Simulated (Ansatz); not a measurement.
**Al wire along [110], 14 atoms a period: bands along the axis**

Wanted: the relaxed geometry and the bands of the Al wire along [110], 14 atoms a period.

Method: DFT PBE, plane waves, PAW; relaxation of a wire's period; PAW set soft_1, in the first sound run; inputs show where later runs differ, in Ansatz 0.2.0.

## Step 1: The structure

The cell holds 14 atoms: 14 Al. Cell: a = 14.880 Å, b = 15.370 Å, c = 2.857 Å, α = 90.0°, β = 90.0°, γ = 90.0°. Vacuum lies along a and b. The structure's axis is c.

## Step 2: Relaxation of atoms and period

Band widths follow the bond lengths, so the wire is relaxed first. The atoms and the third cell vector are free; the box across stays fixed as vacuum. A Fermi-Dirac smearing is set since the result may be a metal. The pressure printed is a third of the stress's trace over the whole box, vacuum included; only the stress along the axis is relaxed.

File input.yaml:

```yaml
crystal:
  lattice:
    - [14.88, 0.0, 0.0]
    - [0.0, 15.37, 0.0]
    - [0.0, 0.0, 2.856711396]
  atoms:
    - { symbol: Al, position: [0.364247312, 0.314141555, 0.0] }
    - { symbol: Al, position: [0.364247312, 0.500004365, 0.0] }
    - { symbol: Al, position: [0.635752688, 0.314141555, 0.0] }
    - { symbol: Al, position: [0.635752688, 0.500004365, 0.0] }
    - { symbol: Al, position: [0.228494624, 0.40707296, 0.5] }
    - { symbol: Al, position: [0.228494624, 0.59293577, 0.5] }
    - { symbol: Al, position: [0.5, 0.22121015, 0.5] }
    - { symbol: Al, position: [0.5, 0.40707296, 0.5] }
    - { symbol: Al, position: [0.5, 0.59293577, 0.5] }
    - { symbol: Al, position: [0.5, 0.778798581, 0.5] }
    - { symbol: Al, position: [0.771505376, 0.40707296, 0.5] }
    - { symbol: Al, position: [0.771505376, 0.59293577, 0.5] }
    - { symbol: Al, position: [0.364247312, 0.685867176, 0.0] }
    - { symbol: Al, position: [0.635752688, 0.685867176, 0.0] }
kpoints:
  mp_grid: { grid: [1, 1, 29] }
scf:
  occupations: { method: fermi_dirac, width: 0.05 }
hamiltonian:
  xc: pbe
  pseudopotentials: { kind: paw, azcp: { folder: soft_1 } }
relax:
  cell: { fix: [a, b, alpha, beta, gamma] }
  max_steps: 45
  f_tol: 0.03
```

On the command line:

```console
$ ansatz run input.yaml --threads 4 --pin off --max-ram 16384MiB --backend cpu --events-out ev --progress --plain --runs-dir out
```

Numbers of over 12 decimals in the logs are rounded to 6 here.

The log of the run:

```text
Engine: ansatz 0.2.0, aarch64-unknown-linux-gnu
Pseudopotentials: kind: paw
Pseudopotential: Al, paw, valence charge 3, recommended cutoff 420 eV (normal), soft_1/Al.paw.azcp
Functional definition: PBE
  parameter kappa = 0.804
  parameter beta = 0.066725
  exchange = pbe_x(kappa = kappa, mu = beta*pi^2/3)
  correlation = pbe_c(beta = beta)
Crystal: 14 atoms, lattice volume = 653.346 Å³
Basis set: ecut = 420 eV, 12775 PW (Γ), exchange–correlation on 200×216×40 points (8 copies of the dense FFT grid, shifted against one another)
Bands: 35, of which v1, the nominal top of the filled ones, is band 21 counted from 1 (20 counted from 0)
Symmetry: 8 space group operations
Space group: Pmmm (ITA 47), of the structure as read, at distance tolerance 8.7e-5 Å
k-points: 15 of 29
Non-local potential: Al, projectors of the file, l = 0: 2, l = 1: 2, l = 2: 1
PAW form: soft (Blöchl's): semilocal exchange-correlation on the pseudo side does not see the compensation charge
PAW one-centre angular grid: Al, 110 points (default); XC on 64 Gauss nodes
Initial density: superposition of atomic densities (neutral atoms: chi_scale 0, normalization atom)
Initial wavefunctions: pseudopotential atomic-orbital guess
Functional: x = pbe(κ = 0.804, μ = 0.219515), c = pbe(β = 0.066725)
SCF iter   1: F=—  HF=-7522.530602 eV  |F-HF|=—  |Δ(HF+E_count)|=         —  Δρ=1.91e-2  dr2=2.38e1  ethr=3.10e-3  ⟨swp⟩=8.9  Hψ=3331  notcnv=0  defer=4
preconditioner: auto → LDOS  [metal: Δε(μ)=0.038 eV  Ē_g=6.154 eV  σ=0.050 eV  W_gap=0.18  n_scr=52 (ndim 8)  ℏωp=9.4 eV  f_vac=0.384  D(μ)=9.44/eV (n_scr^D=44)  β→1.0]
SCF iter   2: F=—  HF=-7519.294458 eV  |F-HF|=—  |Δ(HF+E_count)|=    3.24e0  Δρ=1.02e-2  dr2=1.29e0  ethr=3.10e-3  ⟨swp⟩=4.0  Hψ=1397  notcnv=0  defer=45
SCF iter   3: F=—  HF=-7519.346800 eV  |F-HF|=—  |Δ(HF+E_count)|=   5.23e-2  Δρ=2.29e-3  dr2=3.94e-1  ethr=3.07e-3  ⟨swp⟩=2.8  Hψ=936  notcnv=0  defer=45
SCF iter   4: F=—  HF=-7519.309539 eV  |F-HF|=—  |Δ(HF+E_count)|=   3.73e-2  Δρ=8.63e-4  dr2=5.55e-2  ethr=9.39e-4  ⟨swp⟩=2.9  Hψ=878  notcnv=0  defer=46
SCF iter   5: F=—  HF=-7519.304954 eV  |F-HF|=—  |Δ(HF+E_count)|=   4.58e-3  Δρ=3.10e-4  dr2=3.37e-3  ethr=1.32e-4  ⟨swp⟩=3.3  Hψ=873  notcnv=0  defer=47
SCF iter   6: F=—  HF=-7519.304686 eV  |F-HF|=—  |Δ(HF+E_count)|=   2.68e-4  Δρ=8.93e-5  dr2=2.55e-4  ethr=8.01e-6  ⟨swp⟩=2.3  Hψ=782  notcnv=0  defer=47
SCF iter   7: F=—  HF=-7519.304684 eV  |F-HF|=—  |Δ(HF+E_count)|=   1.85e-6  Δρ=2.13e-5  dr2=1.05e-5  ethr=6.08e-7  ⟨swp⟩=2.7  Hψ=788  notcnv=0  defer=47
SCF iter   8: F=—  HF=-7519.304522 eV  |F-HF|=—  |Δ(HF+E_count)|=   1.62e-4  Δρ=6.85e-6  dr2=8.02e-7  ethr=2.50e-8  ⟨swp⟩=2.3  Hψ=879  notcnv=0  defer=47
SCF iter   9: F=—  HF=-7519.304522 eV  |F-HF|=—  |Δ(HF+E_count)|=   9.18e-8  Δρ=1.92e-6  dr2=1.11e-7  ethr=2.38e-10  ⟨swp⟩=5.7  Hψ=1919  notcnv=0
SCF iter  10: F=-7519.304522 eV  HF=-7519.304522 eV  |F-HF|=3.57e-9  |Δ(HF+E_count)|=  2.47e-10  Δρ=5.33e-7  dr2=6.50e-9  ethr=2.38e-10  ⟨swp⟩=4.3  Hψ=1553  notcnv=0
SCF 1 converged in 10 iterations: F = -7519.304522 eV  dr2 = 6.50e-9
  greatest PAW one-centre occupation: 0.487 electrons in one spin orbital (limit 2), on the Al atom at site 9 (counted from 0), in its partial waves of l = 0
relax step   1: F+E_penalty+E_count = -7519.30452244 eV  Δ(F+E_penalty+E_count) = +0.000e0 eV  max|allowed force component| = 3.079e-1 eV/Å  Δτ_max = 0.0000 Å  P = -0.960 GPa  Ω = 653.346 Å³  fix = [a, b, alpha, beta, gamma]  reactions: a +0.097, b -1.011 GPa  (10 SCF iters, dr2 threshold 1.00e-7 eV, accepted)
Crystal: 14 atoms, lattice volume = 630.425 Å³
Basis set: ecut = 420 eV, 12399 PW (Γ), exchange–correlation on 200×216×40 points (8 copies of the dense FFT grid, shifted against one another)
Initial density: handed on by an earlier stage of this run
Initial wavefunctions: those handed on with the density
iter 1 solved again at ethr=8.05e-4 eV; its pass at ethr=3.10e-3 eV (dr2=3.38e-1 eV) is discarded
SCF iter   1: F=—  HF=-7519.642233 eV  |F-HF|=—  |Δ(HF+E_count)|=         —  Δρ=3.27e-3  dr2=3.54e-1  ethr=8.05e-4  ⟨swp⟩=2.8  Hψ=3320  notcnv=0  defer=2
preconditioner: auto → LDOS  [metal: Δε(μ)=0.059 eV  Ē_g=6.003 eV  σ=0.050 eV  W_gap=0.28  n_scr=52 (ndim 8)  ℏωp=9.6 eV  f_vac=0.429  D(μ)=9.68/eV (n_scr^D=46)  β→1.0]
SCF iter   2: F=—  HF=-7519.593665 eV  |F-HF|=—  |Δ(HF+E_count)|=   4.86e-2  Δρ=1.15e-3  dr2=4.91e-2  ethr=8.05e-4  ⟨swp⟩=2.3  Hψ=791  notcnv=0  defer=3
SCF iter   3: F=—  HF=-7519.592739 eV  |F-HF|=—  |Δ(HF+E_count)|=   9.26e-4  Δρ=4.53e-4  dr2=6.59e-3  ethr=1.17e-4  ⟨swp⟩=2.9  Hψ=1000  notcnv=0  defer=3
SCF iter   4: F=—  HF=-7519.591952 eV  |F-HF|=—  |Δ(HF+E_count)|=   7.87e-4  Δρ=1.20e-4  dr2=2.82e-4  ethr=1.57e-5  ⟨swp⟩=2.2  Hψ=857  notcnv=0  defer=3
SCF iter   5: F=—  HF=-7519.591705 eV  |F-HF|=—  |Δ(HF+E_count)|=   2.47e-4  Δρ=2.74e-5  dr2=1.28e-5  ethr=6.72e-7  ⟨swp⟩=2.5  Hψ=942  notcnv=0  defer=3
SCF iter   6: F=—  HF=-7519.591708 eV  |F-HF|=—  |Δ(HF+E_count)|=   3.52e-6  Δρ=7.74e-6  dr2=1.62e-6  ethr=3.33e-9  ⟨swp⟩=5.9  Hψ=1923  notcnv=0
SCF iter   7: F=-7519.591708 eV  HF=-7519.591708 eV  |F-HF|=7.62e-9  |Δ(HF+E_count)|=   3.38e-7  Δρ=2.24e-6  dr2=9.15e-8  ethr=3.33e-9  ⟨swp⟩=4.8  Hψ=1568  notcnv=0
SCF 2 converged in 7 iterations: F = -7519.591708 eV  dr2 = 9.15e-8
  greatest PAW one-centre occupation: 0.483 electrons in one spin orbital (limit 2), on the Al atom at site 11 (counted from 0), in its partial waves of l = 0
relax step   2: F+E_penalty+E_count = -7519.59170844 eV  Δ(F+E_penalty+E_count) = -2.872e-1 eV  max|allowed force component| = 1.359e-1 eV/Å  Δτ_max = 0.1936 Å  P = +0.123 GPa  Ω = 630.425 Å³  energy of the carried Pulay correction = +1.843e-3 eV  fix = [a, b, alpha, beta, gamma]  reactions: a +0.480, b +0.459 GPa  (7 SCF iters, dr2 threshold 1.40e-6 eV, accepted)
Crystal: 14 atoms, lattice volume = 617.658 Å³
Basis set: ecut = 420 eV, 12135 PW (Γ), exchange–correlation on 200×216×40 points (8 copies of the dense FFT grid, shifted against one another)
iter 1 solved again at ethr=4.61e-4 eV; its pass at ethr=3.10e-3 eV (dr2=1.94e-1 eV) is discarded
SCF iter   1: F=—  HF=-7519.688529 eV  |F-HF|=—  |Δ(HF+E_count)|=         —  Δρ=2.18e-3  dr2=1.86e-1  ethr=4.61e-4  ⟨swp⟩=2.5  Hψ=2966  notcnv=0  defer=1
preconditioner: auto → LDOS  [metal: Δε(μ)=0.037 eV  Ē_g=5.970 eV  σ=0.050 eV  W_gap=0.18  n_scr=56 (ndim 8)  ℏωp=9.7 eV  f_vac=0.419  D(μ)=7.43/eV (n_scr^D=36)  β→1.0]
SCF iter   2: F=—  HF=-7519.665903 eV  |F-HF|=—  |Δ(HF+E_count)|=   2.26e-2  Δρ=6.79e-4  dr2=6.18e-3  ethr=4.42e-4  ⟨swp⟩=2.5  Hψ=770  notcnv=0  defer=2
[...]
SCF 3 converged in 6 iterations: F = -7519.665970 eV  dr2 = 2.02e-7
relax step   3: F+E_penalty+E_count = -7519.66597009 eV  Δ(F+E_penalty+E_count) = -7.426e-2 eV  max|allowed force component| = 9.443e-2 eV/Å  Δτ_max = 0.0787 Å  P = +0.138 GPa  Ω = 617.658 Å³  energy of the carried Pulay correction = +2.898e-3 eV  fix = [a, b, alpha, beta, gamma]  reactions: a +0.148, b +0.539 GPa  (6 SCF iters, dr2 threshold 1.16e-6 eV, accepted)
[...]
relax step   4: F+E_penalty+E_count = -7519.55963404 eV  Δ(F+E_penalty+E_count) = +1.063e-1 eV  max|allowed force component| = 1.863e-1 eV/Å  Δτ_max = 0.1523 Å  P = +0.514 GPa  Ω = 595.895 Å³  energy of the carried Pulay correction = +4.747e-3 eV  fix = [a, b, alpha, beta, gamma]  (7 SCF iters, dr2 threshold 5.57e-7 eV, rejected (line search))
[...]
relax step   5: F+E_penalty+E_count = -7519.69730957 eV  Δ(F+E_penalty+E_count) = -3.134e-2 eV  max|allowed force component| = 2.196e-2 eV/Å  Δτ_max = 0.0742 Å  P = -0.052 GPa  Ω = 613.806 Å³  energy of the carried Pulay correction = +3.221e-3 eV  fix = [a, b, alpha, beta, gamma]  reactions: a -0.007, b +0.039 GPa  (9 SCF iters, accepted)
[...]
relax step   6: F+E_penalty+E_count = -7519.69884727 eV  Δ(F+E_penalty+E_count) = -1.538e-3 eV  max|allowed force component| = 1.062e-2 eV/Å  Δτ_max = 0.0178 Å  P = +0.089 GPa  Ω = 611.647 Å³  energy of the carried Pulay correction = +3.402e-3 eV  fix = [a, b, alpha, beta, gamma]  reactions: a +0.135, b +0.047 GPa  (5 SCF iters, dr2 threshold 8.94e-8 eV, accepted)
[...]
relax step   7: F+E_penalty+E_count = -7519.69909865 eV  Δ(F+E_penalty+E_count) = -2.514e-4 eV  max|allowed force component| = 2.330e-3 eV/Å  Δτ_max = 0.0050 Å  P = +0.046 GPa  Ω = 612.336 Å³  energy of the carried Pulay correction = +3.344e-3 eV  fix = [a, b, alpha, beta, gamma]  reactions: a +0.095, b +0.045 GPa  (5 SCF iters, dr2 threshold 1.84e-8 eV, accepted)
Basis set: ecut = 420 eV, 12035 PW (Γ), exchange–correlation on 200×216×36 points (8 copies of the dense FFT grid, shifted against one another)
Initial wavefunctions: pseudopotential atomic-orbital guess (no wavefunctions were taken with the density)
iter 1 solved again at ethr=1.82e-6 eV; its pass at ethr=3.10e-3 eV (dr2=7.64e-4 eV) is discarded
SCF iter   1: F=—  HF=-7519.697158 eV  |F-HF|=—  |Δ(HF+E_count)|=         —  Δρ=2.15e-5  dr2=3.04e-7  ethr=1.82e-6  ⟨swp⟩=7.2  Hψ=5267  notcnv=0  defer=4
eigensolver tolerance schedule: the retry pair's looser diagonalisation over-reported the residual by 2511.60 of it (diagonalisation noise at an unbounded share of the residual, at the tolerance the schedule requests for it); recorded, not acted on — ethr = c·dr2/N_el stays at c = 1.0e-1
preconditioner: auto → LDOS  [metal: Δε(μ)=0.041 eV  Ē_g=5.969 eV  σ=0.050 eV  W_gap=0.20  n_scr=56 (ndim 8)  ℏωp=9.7 eV  f_vac=0.417  D(μ)=6.17/eV (n_scr^D=36)  β→1.0]
SCF iter   2: F=—  HF=-7519.697331 eV  |F-HF|=—  |Δ(HF+E_count)|=   1.73e-4  Δρ=1.98e-6  dr2=7.79e-8  ethr=7.24e-10  ⟨swp⟩=3.9  Hψ=1346  notcnv=0  defer=2
SCF iter   3: F=—  HF=-7519.697331 eV  |F-HF|=—  |Δ(HF+E_count)|=  5.11e-10  Δρ=6.21e-7  dr2=6.76e-9  ethr=1.85e-10  ⟨swp⟩=2.4  Hψ=765  notcnv=0  defer=2
SCF iter   4: F=—  HF=-7519.697331 eV  |F-HF|=—  |Δ(HF+E_count)|=  2.80e-10  Δρ=1.44e-7  dr2=3.76e-10  ethr=1.61e-11  ⟨swp⟩=2.1  Hψ=777  notcnv=0  defer=2
SCF iter   5: F=-7519.697331 eV  HF=-7519.697331 eV  |F-HF|=1.91e-11  |Δ(HF+E_count)|=  2.18e-11  Δρ=3.48e-8  dr2=3.31e-11  ethr=1.00e-12  ⟨swp⟩=5.1  Hψ=1876  notcnv=0
SCF 8 converged in 5 iterations: F = -7519.697331 eV  dr2 = 3.31e-11
relax step   8: F+E_penalty+E_count = -7519.69733073 eV  Δ(F+E_penalty+E_count) = +1.768e-3 eV  max|allowed force component| = 2.334e-3 eV/Å  Δτ_max = 0.0000 Å  P = +0.040 GPa  Ω = 612.336 Å³  fix = [a, b, alpha, beta, gamma]  reactions: a +0.091, b +0.041 GPa  stress off target by 1.27e-2 GPa on what of the cell is left free  SCF on the basis re-selected at this cell (its energy is not comparable with the rows above)  (5 SCF iters)
basis re-selected at this cell: Δ(F+E_penalty+E_count) = +1.768e-3 eV, ΔP = -0.006 GPa vs the last step (what re-selecting the basis moved, of the pressure what is left beyond the Pulay correction that the steps carried, after the strain that the cell walked since its last selection, with what the two solves' SCF thresholds leave and, on support functions, any second-order correction that the steps lacked; it is no measure of the basis error at this ecutwfc). The dense FFT grid was sized anew with the basis: this SCF ran on 100×108×18 points, the steps before it on 100×108×20, so part of this shift can come from that change (see relax.cell in the input reference). [rest of the remark cut]
SCF converged after 5 iterations
Free energy (F): -7519.697331 eV
Harris-Foulkes:  -7519.697331 eV  (|F-HF|=1.91e-11)
Internal energy: -7519.644471 eV  (E = F + TS)
E sigma→0 (E₀):  -7519.670901 eV
Entropy (-TS):   -0.052859 eV (-3.776 meV/atom)
Fermi energy:    0.520614 eV
--- Per-component energies (eV) ---
  E_band       = -147.079159
  E_kinetic    = 298.758676
  E_local      = -3662.318464  (includes V_loc(G=0)·N_el)
  E_nonlocal   = 143.994813
  E_hartree    = 1757.348438
  E_xc         = -516.243920
  E_vxc        = -392.757968  (∫ρ·V_xc dr)
  E_paw        = -6572.122014  (= ΣΔE_a)
  E_vpaw       = -49.452808  (= ΣTr[D̂ρ^β])
  E_aug_tail   = -0.000026  (compensation charges beyond the density's cutoff)
  E_ewald      = 1030.938025
  E_smearing   = -0.052859  (= −TS)
  E_closure    = -0.000000  (closes the sum)
  Σ components = -7519.697331   (vs F -7519.697331, Δ=0.00e0)
--- Forces (eV/Å), atoms counted from 1 ---
  atom   1  Al     0.00152703    -0.00087681     0.00000000
  atom   2  Al     0.00079091     0.00000000     0.00000000
  atom   3  Al    -0.00152703    -0.00087681     0.00000000
  atom   4  Al    -0.00079091     0.00000000     0.00000000
  atom   5  Al    -0.00074532    -0.00041395     0.00000000
  atom   6  Al    -0.00074532     0.00041395     0.00000000
  atom   7  Al     0.00000000     0.00233420     0.00000000
  atom   8  Al     0.00000000    -0.00156252     0.00000000
  atom   9  Al     0.00000000     0.00156252     0.00000000
  atom  10  Al     0.00000000    -0.00233420     0.00000000
  atom  11  Al     0.00074532    -0.00041395     0.00000000
  atom  12  Al     0.00074532     0.00041395     0.00000000
  atom  13  Al     0.00152703     0.00087681     0.00000000
  atom  14  Al    -0.00152703     0.00087681     0.00000000
  max |Σ_I F_I| component: 2.17e-19 eV/Å
--- Stress (GPa, compression-positive) ---
        0.090863       0.000000       0.000000
        0.000000       0.040587       0.000000
        0.000000       0.000000      -0.012747
  P = ⅓ Tr σ = 0.0396 GPa (0.396 kbar)
--- Relaxed structure (7 steps of the walk, 6 accepted, 1 SCFs on fresh bases) ---
  F+E_penalty+E_count = -7519.69733073 eV   max|allowed force component| = 2.334e-3 eV/Å   (the final SCF, on the basis selected at the relaxed cell)
  cell:  # Å, volume = 612.3360 Å³
    - [14.88, 0.0, 0.0]
    - [0.0, 15.37, 0.0]
    - [0.0, 0.0, 2.677398]
  atoms:
    - { symbol: Al, position: [0.353660, 0.312617, 0.0] }
    - { symbol: Al, position: [0.363138, 0.5, 0.0] }
    - { symbol: Al, position: [0.646340, 0.312617, 0.0] }
    - { symbol: Al, position: [0.636862, 0.5, 0.0] }
    - { symbol: Al, position: [0.219811, 0.408651, 0.500000] }
    - { symbol: Al, position: [0.219811, 0.591349, 0.500000] }
    - { symbol: Al, position: [0.5, 0.227833, 0.500000] }
    - { symbol: Al, position: [0.5, 0.405381, 0.500000] }
    - { symbol: Al, position: [0.5, 0.594619, 0.500000] }
    - { symbol: Al, position: [0.5, 0.772167, 0.500000] }
    - { symbol: Al, position: [0.780189, 0.408651, 0.500000] }
    - { symbol: Al, position: [0.780189, 0.591349, 0.500000] }
    - { symbol: Al, position: [0.353660, 0.687383, 0.0] }
    - { symbol: Al, position: [0.646340, 0.687383, 0.0] }
```

Run time: 51 s. Hardware: 4 threads of Arm Neoverse V1, shared host; peak memory 1.2 GiB; 3.3 min of CPU time.

[end of part 1 of 2]

[Logs are printed without paths, hosts, clocks, repeated set-up lines and the standing remarks that a program may print on its own settings, such as how far it seeks lower states.]

[Hosts, paths, dates, database ids (printed as entryN), source tags and the programs' standing remarks are cut or masked in the printed files.]
